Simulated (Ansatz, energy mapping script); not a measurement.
# NiO in the rock-salt structure: energy mapping under LDA+U (1.2 eV), part 2 of 2

How strongly do the moments of NiO in the rock-salt structure couple under LDA+U (1.2 eV)? The plan is to run several orders and fit a Heisenberg model.

LDA with U = 1.2 eV on Ni d, ortho-atomic projectors; plane waves, U on orthogonalised atomic orbitals unless named otherwise, collinear spin, no spin–orbit coupling.

So far. Step 8 (Parallel start in cell C (6 atoms)): The run ends ferromagnetic. For each magnetic atom its energy differs from the parallel run of the first cell by 0.09 meV, an error that one common reference would have brought in. Step 9 (Uncompensated ++− start in cell C (6 atoms)): The run ends ferrimagnetic, 113.81 meV a magnetic atom below the parallel order of its cell (energies taken at zero occupation width, not the printed F).

### Step 10. Parallel start in cell D (6 atoms)

This run holds the same structure in another cell (b 4.203 → 2.972 Å, c 5.147 → 7.279 Å, α 114.1 → 90.0°, β 106.8 → 90.0°, γ 90.0 → 120.0°).

The input, input.yaml:

```yaml
crystal:
  lattice:
    - [0.0, 2.10134405, 2.10134405]
    - [-2.10134405, 0.0, -2.10134405]
    - [-4.2026881, -4.2026881, 4.2026881]
  atoms:
    - { symbol: Ni, position: [0.0, 0.0, 0.0], spin: 2.0 }
    - { symbol: Ni, position: [0.333333333, 0.666666667, 0.666666667], spin: 2.0 }
    - { symbol: Ni, position: [0.666666667, 0.333333333, 0.333333333], spin: 2.0 }
    - { symbol: O, position: [0.666666667, 0.333333333, 0.833333333] }
    - { symbol: O, position: [0.0, 0.0, 0.5] }
    - { symbol: O, position: [0.333333333, 0.666666667, 0.166666667] }
magnetization:
  spin_polarized: true
kpoints:
  mp_grid: { grid: [11, 11, 4] }
hamiltonian:
  xc: lda
  hubbard:
    sites:
      - { species: Ni, l: d, u_eff: 1.2 }
      - { site: 0, l: d, u_eff: 1.2, starting_ns: [{ spin: up, occupation_matrix: ni1_major }, { spin: down, occupation_matrix: ni1_minor }] }
      - { site: 1, l: d, u_eff: 1.2, starting_ns: [{ spin: up, occupation_matrix: ni1_major }, { spin: down, occupation_matrix: ni1_minor }] }
      - { site: 2, l: d, u_eff: 1.2, starting_ns: [{ spin: up, occupation_matrix: ni1_major }, { spin: down, occupation_matrix: ni1_minor }] }
    projectors: ortho-atomic
    occupation_matrices:
      ni1_major:
        matrix:
          - [0.973, 0.0, 0.0, 0.0, 0.0]
          - [0.0, 0.996, 0.0, 0.0, 0.0]
          - [0.0, 0.0, 0.996, 0.0, 0.0]
          - [0.0, 0.0, 0.0, 0.973, 0.0]
          - [0.0, 0.0, 0.0, 0.0, 0.996]
      ni1_minor:
        matrix:
          - [0.289, 0.0, 0.0, 0.0, 0.0]
          - [0.0, 0.988, 0.0, 0.0, 0.0]
          - [0.0, 0.0, 0.988, 0.0, 0.0]
          - [0.0, 0.0, 0.0, 0.289, 0.0]
          - [0.0, 0.0, 0.0, 0.0, 0.988]
scf:
  occupations: { method: fermi_dirac, width: 0.05 }
output:
  eigenvalues: true
```

Command:

```console
$ ansatz run input.yaml --threads 4 --pin off --max-ram 8192MiB --backend cpu --events-out ev --progress --plain --runs-dir out
```

Wall time 10 s (4 threads of Arm Neoverse V1, shared host); peak memory 0.52 GiB; 37 s of CPU time.

The run ends ferromagnetic. For each magnetic atom its energy differs from the parallel run of the first cell by 0.10 meV, an error that one common reference would have brought in.

### Step 11. Uncompensated ++− start in cell D (6 atoms)

This order reverses 4 of the 12 neighbours at 2.97 Å, 4 of the 6 neighbours at 4.20 Å and 12 of the 24 neighbours at 5.15 Å, counted for an average magnetic atom.

Changes to input.yaml since step 10:

```diff
@@ -8,3 +8,3 @@
     - { symbol: Ni, position: [0.333333333, 0.666666667, 0.666666667], spin: 2.0 }
-    - { symbol: Ni, position: [0.666666667, 0.333333333, 0.333333333], spin: 2.0 }
+    - { symbol: Ni, position: [0.666666667, 0.333333333, 0.333333333], spin: -2.0 }
     - { symbol: O, position: [0.666666667, 0.333333333, 0.833333333] }
@@ -23,3 +23,3 @@
       - { site: 1, l: d, u_eff: 1.2, starting_ns: [{ spin: up, occupation_matrix: ni1_major }, { spin: down, occupation_matrix: ni1_minor }] }
-      - { site: 2, l: d, u_eff: 1.2, starting_ns: [{ spin: up, occupation_matrix: ni1_major }, { spin: down, occupation_matrix: ni1_minor }] }
+      - { site: 2, l: d, u_eff: 1.2, starting_ns: [{ spin: up, occupation_matrix: ni1_minor }, { spin: down, occupation_matrix: ni1_major }] }
     projectors: ortho-atomic
```

Elapsed: 11 s, on 4 threads; peak memory 0.54 GiB.

The run ends ferrimagnetic, 190.40 meV a magnetic atom below the parallel order of its cell.

### Step 12. Mapping onto a Heisenberg model

Each energy difference is a sum of couplings weighted by the pairs that the order reverses. A few near shells are fitted to the differences by least squares. Energies are those extrapolated to zero occupation width, not the free energies F.

The orders that converged (zero: parallel moments in the same cell):

| order | atoms | energy (meV a magnetic atom) | moments (μB) | moments kept as typed | opposed neighbours at 2.97, 4.20, 5.15 Å |
| --- | --- | --- | --- | --- | --- |
| parallel in cell A | 4 | 0.00 | 1.43 | yes | 0, 0, 0 |
| compensated +− in cell A | 4 | -266.62 | 1.36 | yes | 6, 6, 12 |
| parallel in cell B | 4 | 0.00 | 1.42 | yes | 0, 0, 0 |
| compensated +− in cell B | 4 | 42.49 | 1.39 | yes | 8, 0, 16 |
| parallel in cell C | 6 | 0.00 | 1.43 | yes | 0, 0, 0 |
| uncompensated ++− in cell C | 6 | -113.81 | 1.39 to 1.47 | yes | 6.67, 2.67, 8 |
| parallel in cell D | 6 | 0.00 | 1.43 | yes | 0, 0, 0 |
| uncompensated ++− in cell D | 6 | -190.40 | 1.32 to 1.45 | yes | 4, 4, 12 |

Fitted to E = −Σ J e·e over ordered pairs of unit vectors (J > 0 favours parallel moments):

| pair | distance (Å) | neighbours | J (meV) |
| --- | --- | --- | --- |
| Ni–Ni | 2.97 | 12 | 1.74 |
| Ni–Ni | 4.20 | 6 | -25.4 |
| Ni–Ni | 5.15 | 24 | 0.351 |

These orders cannot tell some unfitted shells from fitted ones: the value at 2.97 Å holds J(2.97) + 4 J(7.86); other unfitted shells add to the values wholly or in part.

Adding the shell at 5.94 Å gives 3.0, -25, -0.19 and -1.4 meV and a mean-field temperature of 1025 K, an exact solve that tests nothing.

Limits of this fit: some orders are gapless and others have a gap.

In mean field these couplings order at 1180 K, at q = (0.50, 0.50, 0.50) in fractions of the conventional cell's reciprocal vectors, and give a Curie–Weiss temperature of -954 K.

### Step 13. Finite temperature

Mean field ignores fluctuations and overstates the ordering temperature, so the model is also sampled. The heat capacity peaks where order sets in.

Classical unit spins with these couplings on 8×8×4 copies of a cell that holds the lowest order (512 spins), heat-bath sweeps, cooled from random directions, 1009 sweeps to settle and 3027 measured at each temperature, averaged over 4 runs.

| T (K) | order along the lowest pattern | net moment | heat capacity (k_B a spin) |
| --- | --- | --- | --- |
| 142 | 0.50 | 0.01 | 1.02 |
| 242 | 0.45 | 0.01 | 1.09 |
| 393 | 0.38 | 0.01 | 1.19 |
| 494 | 0.35 | 0.02 | 1.28 |
| 594 | 0.34 | 0.02 | 1.36 |
| 745 | 0.27 | 0.02 | 1.70 |
| 795 | 0.26 | 0.02 | 1.94 |
| 846 | 0.23 | 0.02 | 1.85 |
| 946 | 0.17 | 0.03 | 1.30 |
| 1047 | 0.12 | 0.03 | 0.70 |
| 1198 | 0.09 | 0.03 | 0.38 |
| 1298 | 0.09 | 0.03 | 0.29 |

The smoothed heat capacity peaks at 809 K. The order column follows one pattern alone; equivalent domains or another pattern share the rest.

### Step 14. What came out

| Quantity | Value |
| --- | --- |
| lowest order tried | compensated +− in cell A |
| largest fitted value (a combination of shells), Ni–Ni at 4.20 Å | -25.4 meV |
| ordering temperature, mean field | 1180 K |
| heat-capacity peak, Monte Carlo | 809 K |

**Reading.** Of the orders tried, NiO in the rock-salt structure prefers the order “compensated +− in cell A” under LDA+U (1.2 eV), with 6 of 12 neighbours at 2.97 Å, 6 of 6 neighbours at 4.20 Å and 12 of 24 neighbours at 5.15 Å opposed, and the heat capacity of the fitted model peaks near 809 K (Monte Carlo, classical spins). The largest fitted coupling is the Ni–Ni pair at 4.20 Å, antiferromagnetic at -25 meV, across a ligand at about 180°. The orders also reverse pairs at 5.94 Å, which are not fitted, so the fitted values hold their part too. With 4 differences for 3 couplings the fit misses by 9.3 meV at most, a small part of the spread. In the fitted orders moments change by up to 7.5 % against the parallel run of the same cell, so the mapping is rough. The fit is in doubt: some orders are gapless and others have a gap. The couplings are then rough, the small ones most of all. Monte Carlo puts the peak at 0.69 of the mean-field temperature, since mean field leaves out fluctuations. In tests on simple cubic and body-centred models such peaks lay 5 to 6 % under the bulk value. On cooling, the order along the one computed pattern stays at or under 0.50: the model settles in an equivalent domain, a degenerate mixture or another order. The cell was built from a prototype and relaxed; a distortion that needs a larger cell, or another structure that the compound may prefer, is not captured.

1 further run of the session is left out of this account and of its counts and ranges: runs hit by known faults of a program or its files, repeats, responses too ill-conditioned to give a U, cells squeezed past sense, harmless faults, or fits whose shells could not be counted again from the structure.

Comparison with the measured values:

| quantity | measured | PBEsol+U | LDA+U (1.2 eV), Monte Carlo |
| --- | --- | --- | --- |
| lattice constant a (Å) | 4.176 | 4.203 (+0.6 %) | - |
| ordering temperature (spin model) (K) | 525 | - | 809 (+54.2 %) |

Measured values from arxiv:1910.07810 (2019) and arxiv:2004.06613 (2020).

**Verdict.** The lattice constant a is off by +0.6 %. The ordering temperature is off by +54.2 %: a clear miss. The grades are ours: good and fair within 0.7 and 1.5 % for the lattice constant a. Zero-point motion and thermal expansion are not in the computed lattice constants.

[Logs and program files are shortened in this print: banners, set-up blocks, solver, clock and traceback lines can be left out without a mark of their own.]

[Logs are printed without paths, hosts, clocks, repeated set-up lines and the standing remarks that a program may print on its own settings, such as how far it seeks lower states.]

[Hosts, paths, dates, database ids (printed as entryN), source tags and the programs' standing remarks are cut or masked in the printed files.]

[Where a cell is said to come from a database of computed structures, the database is the Materials Project.]
